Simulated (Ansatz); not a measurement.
**Slab bands of K(110), 13 layers**

Aim: the slab bands of K(110), 13 layers, with their weight on the outer layers.

Program: Ansatz 0.2.0. Level of theory: plane-wave DFT, PBE, Ansatz PAW. Results are calculated unless marked as measured.

## (1) Starting point

The cell holds 13 atoms: 13 K. Cell: a = 4.529 Å, b = 4.529 Å, c = 62.378 Å, α = 90.0°, β = 90.0°, γ = 70.5°. Vacuum lies along c.

## (2) Relaxing the slab

The structure is relaxed first, because levels and dipoles at a surface follow the positions of the outer atoms.

input.yaml reads:

```yaml
crystal:
  lattice:
    - [3.6981684656, -2.615, 0.0]
    - [3.6981684656, 2.615, 0.0]
    - [0.0, 0.0, 62.3780215873]
  atoms:
    - { symbol: K, position: [0.0, 0.0, 0.1442815878] }
    - { symbol: K, position: [0.5, 0.5, 0.2035679899] }
    - { symbol: K, position: [0.0, 0.0, 0.2628543919] }
    - { symbol: K, position: [0.5, 0.5, 0.3221407939] }
    - { symbol: K, position: [0.0, 0.0, 0.3814271959] }
    - { symbol: K, position: [0.5, 0.5, 0.440713598] }
    - { symbol: K, position: [0.0, 0.0, 0.5] }
    - { symbol: K, position: [0.5, 0.5, 0.559286402] }
    - { symbol: K, position: [0.0, 0.0, 0.6185728041] }
    - { symbol: K, position: [0.5, 0.5, 0.6778592061] }
    - { symbol: K, position: [0.0, 0.0, 0.7371456081] }
    - { symbol: K, position: [0.5, 0.5, 0.7964320101] }
    - { symbol: K, position: [0.0, 0.0, 0.8557184122] }
kpoints:
  mp_grid: { grid: [10, 10, 1] }
hamiltonian:
  xc: pbe
scf:
  occupations: { method: fermi_dirac, width: 0.1 }
  convergence: { dr2_threshold: 1.0e-08 }
efield:
  axis: 3
  dipole_correction: true
  ramp_position: 0.97
  ramp_width: 0.06
relax:
  f_tol: 0.01
  max_steps: 60
  constraints: [{ sites: [3, 4, 5, 6, 7, 8, 9] }]
output:
  write_potential: true
  write_density: true
  volumetric_format: npy
```

Run with:

```sh
ansatz run input.yaml --threads 4 --pin off --max-ram 6144MiB --backend cpu --events-out ev --progress --plain --runs-dir out
```

Numbers of over 12 decimals in the logs are rounded to 6 here.

Output:

```text
Engine: ansatz 0.2.0, aarch64-unknown-linux-gnu
Pseudopotentials: kind: paw
Pseudopotential: K, paw, valence charge 9, recommended cutoff 420 eV (normal), K.paw.azcp
Functional definition: PBE
  parameter kappa = 0.804
  parameter beta = 0.066725
  exchange = pbe_x(kappa = kappa, mu = beta*pi^2/3)
  correlation = pbe_c(beta = beta)
Crystal: 13 atoms, lattice volume = 1206.480 Å³
Basis set: ecut = 420 eV, 23741 PW (Γ), exchange–correlation on 64×64×864 points (8 copies of the dense FFT grid, shifted against one another)
Bands: 72, of which v1, the nominal top of the filled ones, is band 59 counted from 1 (58 counted from 0)
Symmetry: 4 space group operations
k-points: 31 of 100
Non-local potential: K, projectors of the file, l = 0: 3, l = 1: 2, l = 2: 2
PAW form: soft (Blöchl's): semilocal exchange-correlation on the pseudo side does not see the compensation charge
PAW one-centre angular grid: K, 110 points (default); XC on 64 Gauss nodes
Initial density: superposition of atomic densities (neutral atoms: chi_scale 0, normalization atom), corrected by the library's trained network
Initial wavefunctions: pseudopotential atomic-orbital guess
Functional: x = pbe(κ = 0.804, μ = 0.219515), c = pbe(β = 0.066725)
SCF iter   1: F=—  HF=-19991.090365 eV  |F-HF|=—  |Δ(HF+E_count)|=         —  Δρ=5.31e-4  dr2=5.88e-1  ethr=1.77e-3  p=0.000 e·Å  D=3.97e-14 V/Å  ΔV_dip=-0.00 eV  dr2_dipole=3.22e-8  V_vac-E_F(+/−)=2.62/2.62 eV  ⟨swp⟩=15.9  Hψ=11590  notcnv=0
efield: sawtooth ramp at fractional position 0.9700 (set: `efield.ramp_position`, or a place that a band, a saddle search or an elastic batch's reference lends), width 0.0600; the density the first Hamiltonian is built on has a dipole p = 0.000 e·Å; the dipole correction subtracts the counter field D = 3.97e-14 V/Å, which shifts the + side's vacuum level by -0.00 eV against the − side's; the planar-averaged density in the ramp window peaks in size at 4.0e-5 e/Å³
preconditioner: auto → LDOS  [metal: Δε(μ)=0.002 eV  Ē_g=1.875 eV  σ=0.100 eV  W_gap=0.01  n_scr=158 (ndim 8)  ℏωp=3.9 eV  f_vac=0.219  D(μ)=10.58/eV (n_scr^D=24)  β→1.0]
SCF iter   2: F=—  HF=-19991.084087 eV  |F-HF|=—  |Δ(HF+E_count)|=   6.28e-3  Δρ=1.80e-4  dr2=2.23e-3  ethr=5.03e-4  p=0.000 e·Å  D=1.65e-7 V/Å  ΔV_dip=-0.00 eV  dr2_dipole=5.31e-8  V_vac-E_F(+/−)=2.41/2.41 eV  ⟨swp⟩=1.4  Hψ=2588  notcnv=0
SCF iter   3: F=—  HF=-19991.084489 eV  |F-HF|=—  |Δ(HF+E_count)|=   4.01e-4  Δρ=1.37e-4  dr2=2.90e-4  ethr=1.90e-6  p=0.000 e·Å  D=2.52e-7 V/Å  ΔV_dip=-0.00 eV  dr2_dipole=5.90e-12  V_vac-E_F(+/−)=2.41/2.41 eV  ⟨swp⟩=2.6  Hψ=3838  notcnv=0
SCF iter   4: F=—  HF=-19991.084453 eV  |F-HF|=—  |Δ(HF+E_count)|=   3.62e-5  Δρ=5.80e-5  dr2=7.03e-5  ethr=2.48e-7  p=0.000 e·Å  D=1.10e-7 V/Å  ΔV_dip=-0.00 eV  dr2_dipole=8.07e-11  V_vac-E_F(+/−)=2.40/2.40 eV  ⟨swp⟩=2.1  Hψ=4184  notcnv=0
SCF iter   5: F=—  HF=-19991.084484 eV  |F-HF|=—  |Δ(HF+E_count)|=   3.14e-5  Δρ=2.46e-5  dr2=1.54e-5  ethr=6.00e-8  p=-0.000 e·Å  D=-5.13e-9 V/Å  ΔV_dip=0.00 eV  dr2_dipole=3.92e-10  V_vac-E_F(+/−)=2.40/2.40 eV  ⟨swp⟩=2.2  Hψ=3361  notcnv=0
SCF iter   6: F=—  HF=-19991.084485 eV  |F-HF|=—  |Δ(HF+E_count)|=   1.37e-6  Δρ=7.44e-6  dr2=1.72e-6  ethr=1.32e-8  p=-0.000 e·Å  D=-2.10e-8 V/Å  ΔV_dip=0.00 eV  dr2_dipole=2.76e-11  V_vac-E_F(+/−)=2.40/2.40 eV  ⟨swp⟩=3.0  Hψ=4255  notcnv=0
SCF iter   7: F=—  HF=-19991.085083 eV  |F-HF|=—  |Δ(HF+E_count)|=   5.98e-4  Δρ=1.01e-6  dr2=4.76e-8  ethr=1.47e-9  p=-0.000 e·Å  D=-1.54e-8 V/Å  ΔV_dip=0.00 eV  dr2_dipole=1.31e-13  V_vac-E_F(+/−)=2.39/2.39 eV  ⟨swp⟩=2.1  Hψ=3614  notcnv=0
SCF iter   8: F=-19991.085083 eV  HF=-19991.085083 eV  |F-HF|=2.94e-9  |Δ(HF+E_count)|=   1.53e-8  Δρ=5.91e-7  dr2=6.02e-9  ethr=8.55e-12  p=0.000 e·Å  D=2.54e-9 V/Å  ΔV_dip=-0.00 eV  dr2_dipole=3.96e-12  V_vac-E_F(+/−)=2.39/2.39 eV  ⟨swp⟩=10.3  Hψ=14502  notcnv=0
SCF 1 converged in 8 iterations: F = -19991.085083 eV  dr2 = 6.02e-9
  greatest PAW one-centre occupation: 0.988 electrons in one spin orbital (limit 2), on the K atom at site 0 (counted from 0), in its partial waves of l = 0
relax step   1: F+E_penalty+E_count = -19991.08508313 eV  Δ(F+E_penalty+E_count) = +0.000e0 eV  max|allowed force component| = 9.531e-3 eV/Å  Δτ_max = 0.0000 Å  (8 SCF iters, accepted)
NSCF: frozen V_eff on 31 k-points
the search or the solves at the SCF's close seem to have found levels that the self-consistency loop had missed (the run counts 2). By its estimate they hold 1.76e-8 electrons. The energies and the density leave them out; if the run goes on with those levels, later outputs use occupations computed again with them
WARN: The output density's exchange-correlation potential varies sharply where the density is thin. Do not read a vacuum level from v_tot or v_xc, or from such a field of the output density. On a cell that repeats whose density bears no net charge and no dipole along the vacuum's axis use v_es (v_loc + v_h of the components); under efield.dipole_correction with no amplitude use v_es + v_field, which holds any externa [...]
SCF converged after 8 iterations
Free energy (F): -19991.085083 eV
Harris-Foulkes:  -19991.085083 eV  (|F-HF|=2.94e-9)
Internal energy: -19990.739425 eV  (E = F + TS)
E sigma→0 (E₀):  -19990.912254 eV
Entropy (-TS):   -0.345658 eV (-26.589 meV/atom)
Fermi energy:    0.925404 eV
Dipole field:    D = -0.000001 V/Å  (p = -0.000007 e·Å, saw-weighted, corrected)
Work function:   Φ+ = 2.3940 eV   Φ− = 2.3940 eV
Levels:          The Fermi level and band energies are counted from a zero that moves with the ramp; work functions are not
--- Per-component energies (eV) ---
  E_band       = -1956.334755
  E_kinetic    = 3279.424377
  E_local      = -45310.205528  (includes V_loc(G=0)·N_el)
  E_nonlocal   = 168.375017
  E_hartree    = 21200.862406
  E_xc         = -1739.142748
  E_vxc        = -2119.898285  (∫ρ·V_xc dr)
  E_paw        = -10164.096482  (= ΣΔE_a)
  E_vpaw       = -375.752253  (= ΣTr[D̂ρ^β])
  E_aug_tail   = -0.000044  (compensation charges beyond the density's cutoff)
  E_efield     = 0.000000  (sawtooth field / dipole correction)
  E_vefield    = 0.000000  (∫n·V_field dr)
  E_ewald      = 12574.043578
  E_smearing   = -0.345658  (= −TS)
  E_closure    = 0.000000  (closes the sum)
  Σ components = -19991.085083   (vs F -19991.085083, Δ=0.00e0)
--- Forces (eV/Å), atoms counted from 1 ---
  atom   1  K      0.00000000     0.00000000    -0.00409338
  atom   2  K      0.00000000     0.00000000    -0.00953147
  atom   3  K      0.00000000     0.00000000     0.00026968
  atom   4  K      0.00000000     0.00000000    -0.00110186
  atom   5  K      0.00000000     0.00000000     0.00056778
  atom   6  K      0.00000000     0.00000000    -0.00041789
  atom   7  K      0.00000000     0.00000000     0.00000005
  atom   8  K      0.00000000     0.00000000     0.00041784
  atom   9  K      0.00000000     0.00000000    -0.00056779
  atom  10  K      0.00000000     0.00000000     0.00110190
  atom  11  K      0.00000000     0.00000000    -0.00026963
  atom  12  K      0.00000000     0.00000000     0.00953141
  atom  13  K      0.00000000     0.00000000     0.00409339
  max |Σ_I F_I| component: 1.13e-8 eV/Å
--- Band table (eV; the first three rows and the last of 31) ---
  k-point 0: bands = [... 55 lower, -1.0147, -0.8721, -0.6983, -0.4959, -0.2673, -0.0140, 0.2595, 0.5490, ... 9 higher]
  k-point 1: bands = [... 55 lower, -0.9212, -0.7796, -0.6069, -0.4057, -0.1783, 0.0737, 0.3458, 0.6340, ... 9 higher]
  k-point 2: bands = [... 55 lower, -0.6455, -0.5069, -0.3377, -0.1404, 0.0828, 0.3305, 0.5982, 0.8818, ... 9 higher]
  k-point 30: bands = [... 55 lower, 1.6286, 1.6326, 1.6548, 1.6915, 1.7426, 1.7662, 1.8095, 1.8927, ... 9 higher]
--- Relaxed structure (1 steps of the walk, 1 accepted, 0 SCFs on fresh bases) ---
  F+E_penalty+E_count = -19991.08508313 eV   max|allowed force component| = 9.531e-3 eV/Å
  atoms:
    - { symbol: K, position: [0.0, 0.0, 0.144282] }
    - { symbol: K, position: [0.5, 0.5, 0.2035679899] }
    - { symbol: K, position: [0.0, 0.0, 0.262854] }
    - { symbol: K, position: [0.5, 0.5, 0.322141] }
    - { symbol: K, position: [0.0, 0.0, 0.3814271959] }
    - { symbol: K, position: [0.5, 0.5, 0.440714] }
    - { symbol: K, position: [0.0, 0.0, 0.500000] }
    - { symbol: K, position: [0.5, 0.5, 0.559286] }
    - { symbol: K, position: [0.0, 0.0, 0.6185728041] }
    - { symbol: K, position: [0.5, 0.5, 0.6778592061] }
    - { symbol: K, position: [0.0, 0.0, 0.737146] }
    - { symbol: K, position: [0.5, 0.5, 0.7964320101] }
    - { symbol: K, position: [0.0, 0.0, 0.855718] }
```

The job ended after 1.7 min (4 threads of Arm Neoverse V1, shared host; peak memory 3 GiB; 6.8 min of CPU time).

Hardly anything moved in the relaxation; the energy changed by under 0.2 meV an atom.

This step gave:

```
energy at zero smearing   : -19990.9123 eV
work function, upper face : 2.394 eV
```

The work function of the upper face is 2.39 eV.

## (3) Bands and layer weights

Projections on the atoms tell how each level spreads over the atomic layers. In a slab this thin or layered, weight on the outer layers doesn't make a level a surface state.

input.yaml, the sections that differ from step 2:

```yaml
kpoints:
  mp_grid: { grid: [10, 10, 1] }
  band_path:
    path: [[0, 0, 0], [0.5, 0, 0], [0.5, 0.5, 0], [0, 0, 0], [0.5, -0.5, 0]]
    npoints: 24
scf:
  occupations: { method: fermi_dirac, width: 0.05 }
  convergence: { dr2_threshold: 1.0e-09 }
output:
  fatbands: true
  dos: { projected: true, e_range: [-8, 5] }
  write_potential: true
  write_density: true
  volumetric_format: npy
  elf: true
# crystal, hamiltonian, efield: as in step 2
# relax: removed
```

Output:

```text
[...]
Crystal: 13 atoms, lattice volume = 1206.480 Å³
Basis set: ecut = 420 eV, 23741 PW (Γ)
Bands: 72, of which v1, the nominal top of the filled ones, is band 59 counted from 1 (58 counted from 0)
Symmetry: 4 space group operations
k-points: 31 of 100
[...]
SCF iter   1: F=—  HF=-19990.958487 eV  |F-HF|=—  |Δ(HF+E_count)|=         —  Δρ=5.44e-4  dr2=6.54e-1  ethr=1.77e-3  p=0.000 e·Å  D=2.89e-14 V/Å  ΔV_dip=-0.00 eV  dr2_dipole=9.96e-8  V_vac-E_F(+/−)=2.61/2.61 eV  ⟨swp⟩=15.6  Hψ=11712  notcnv=0  defer=9
[...]
SCF iter   9: F=-19990.952086 eV  HF=-19990.952086 eV  |F-HF|=1.82e-11  |Δ(HF+E_count)|=   1.42e-9  Δρ=1.08e-7  dr2=4.98e-10  ethr=1.00e-12  p=-0.000 e·Å  D=-8.14e-10 V/Å  ΔV_dip=0.00 eV  dr2_dipole=7.57e-13  V_vac-E_F(+/−)=2.38/2.38 eV  ⟨swp⟩=17.5  Hψ=8348  notcnv=0
SCF 1 converged in 9 iterations: F = -19990.952086 eV  dr2 = 4.98e-10
[...]
NSCF: frozen V_eff on 97 k-points
efield: sawtooth ramp at fractional position 0.9700 (kept from the solve that this one continues, or follows in the run), width 0.0600; the density the first Hamiltonian is built on has a dipole p = -0.000 e·Å; the dipole correction subtracts the counter field D = -8.14e-10 V/Å, which shifts the + side's vacuum level by +0.00 eV against the − side's; the planar-averaged density in the ramp window peaks in size at 8.1e-6 e/Å³
[...]
SCF converged after 9 iterations
Free energy (F): -19990.952086 eV
[...]
Internal energy: -19990.858672 eV  (E = F + TS)
E sigma→0 (E₀):  -19990.905379 eV
Entropy (-TS):   -0.093414 eV (-7.186 meV/atom)
Fermi energy:    0.930907 eV
Dipole field:    D = -0.000000 V/Å  (p = -0.000003 e·Å, saw-weighted, corrected)
Work function:   Φ+ = 2.3801 eV   Φ− = 2.3802 eV
[...]
--- Band table (eV; the first three rows and the last of 31) ---
  k-point 0: bands = [... 55 lower, -1.0133, -0.8709, -0.6961, -0.4934, -0.2656, -0.0121, 0.2613, 0.5508, ... 9 higher]
  k-point 1: bands = [... 55 lower, -0.9197, -0.7784, -0.6047, -0.4031, -0.1767, 0.0756, 0.3476, 0.6358, ... 9 higher]
  k-point 2: bands = [... 55 lower, -0.6440, -0.5057, -0.3355, -0.1379, 0.0845, 0.3324, 0.6000, 0.8836, ... 9 higher]
  k-point 30: bands = [... 55 lower, 1.6300, 1.6358, 1.6578, 1.6938, 1.7443, 1.7675, 1.8108, 1.8951, ... 9 higher]
```

Run time: 7.6 min. Hardware: 4 threads; peak memory 4.2 GiB; 30 min of CPU time.

The column dr2 measures how far the density is from self-consistency, as an energy; F and HF (Harris–Foulkes) agree once it is small.

This step gave:

| Quantity | Value |
| --- | --- |
| energy at zero smearing | -19990.9054 eV |
| work function, upper face | 2.380 eV |

The density of states has structure finer than the step of the table below, so its rows give means over 0.5 eV, whole bins alone (the curve runs from -8 to 1.19 eV). Peaks (eV: height): 0.76: 15.4, 1.09: 18.3.

Density of states against energy, zero at the Fermi level; means over each step:

| energy (eV) | density of states (states/eV a cell) |
| --- | --- |
| -2.5 | 0 |
| -2.0 | 1.77 |
| -1.5 | 4.46 |
| -1.0 | 6.34 |
| -0.5 | 8.28 |
| 0.0 | 10.5 |
| 0.5 | 12.6 |

Projected DOS per atom over height of the atomic layer and energy from the Fermi level. Layers: K K K K K K K K K K K K K from below.

Ten even steps from '0' (0.000 states/eV) to '9' (0.730 states/eV), each cell a mean:
```
4444444444444
9898999998989
9999999999999
9999999999999
8777777777778
6565666665656
3544444444453
1222222222221
0000000000000
0000000000000
0000000000000
0000000000000
0000000000000
0000000000000
0000000000000
0000000000000
0000000000000
0000000000000
0000000000000
0000000000000
0000000000000
0000000000000
```
Columns: height of the atomic layer (Å) from 9 to 53.4; rows upwards: energy from the Fermi level (eV) from -7.96 to 1.15.

Shares of the projected weight; 13 atomic layers. Electronic bands along the path, in eV, zero at the Fermi level:

| point | band 56 | band 57 | band 58 | band 59 | band 60 | band 61 | band 62 | band 63 |
| --- | --- | --- | --- | --- | --- | --- | --- | --- |
| Γ | -1.94 | -1.80 | -1.63 | -1.42 | -1.20 | -0.94 | -0.67 | -0.38 |
| halfway | -1.37 | -1.24 | -1.07 | -0.88 | -0.66 | -0.41 | -0.15 | 0.13 |
| (1/2,0,0) | 0.02 | 0.07 | 0.08 | 0.15 | 0.17 | 0.25 | 0.28 | 0.37 |
| halfway | 0.01 | 0.13 | 0.28 | 0.44 | 0.62 | 0.83 | 0.96 | 0.99 |
| (1/2,1/2,0) | 0.70 | 0.70 | 0.73 | 0.76 | 0.81 | 0.84 | 0.88 | 0.96 |
| halfway | -1.19 | -1.05 | -0.89 | -0.70 | -0.48 | -0.25 | 0.01 | 0.28 |
| Γ | -1.94 | -1.80 | -1.63 | -1.42 | -1.20 | -0.94 | -0.67 | -0.38 |
| halfway | -0.48 | -0.36 | -0.20 | -0.02 | 0.18 | 0.40 | 0.64 | 0.89 |
| (1/2,-1/2,0) | 0.70 | 0.70 | 0.73 | 0.76 | 0.81 | 0.84 | 0.88 | 0.96 |

The largest weight of each band there:

| point | band 56 | band 57 | band 58 | band 59 | band 60 | band 61 | band 62 | band 63 |
| --- | --- | --- | --- | --- | --- | --- | --- | --- |
| Γ | interior 0.56 | interior 0.60 | interior 0.68 | interior 0.72 | interior 0.70 | interior 0.60 | interior 0.56 | interior 0.60 |
| (1/2,0,0) | interior 0.92 | interior 0.44 | interior 0.82 | interior 0.46 | interior 0.72 | interior 0.68 | interior 0.62 | interior 0.90 |
| (1/2,1/2,0) | interior 0.56 | interior 0.94 | interior 0.78 | interior 0.66 | interior 0.62 | interior 0.60 | interior 0.68 | interior 0.78 |
| Γ | interior 0.56 | interior 0.60 | interior 0.68 | interior 0.72 | interior 0.70 | interior 0.60 | interior 0.56 | interior 0.60 |
| (1/2,-1/2,0) | interior 0.56 | interior 0.94 | interior 0.78 | interior 0.66 | interior 0.62 | interior 0.60 | interior 0.68 | interior 0.78 |

[end of part 1 of 2]

[Logs are printed without paths, hosts, clocks, repeated set-up lines and the standing remarks that a program may print on its own settings, such as how far it seeks lower states.]

[Hosts, paths, dates, database ids (printed as entryN), source tags and the programs' standing remarks are cut or masked in the printed files.]

[Maps of the electrostatic potential energy from Ansatz leave out the sawtooth potential of an applied field or a dipole correction, so their vacuum need not be flat; planar profiles and work functions include it.]
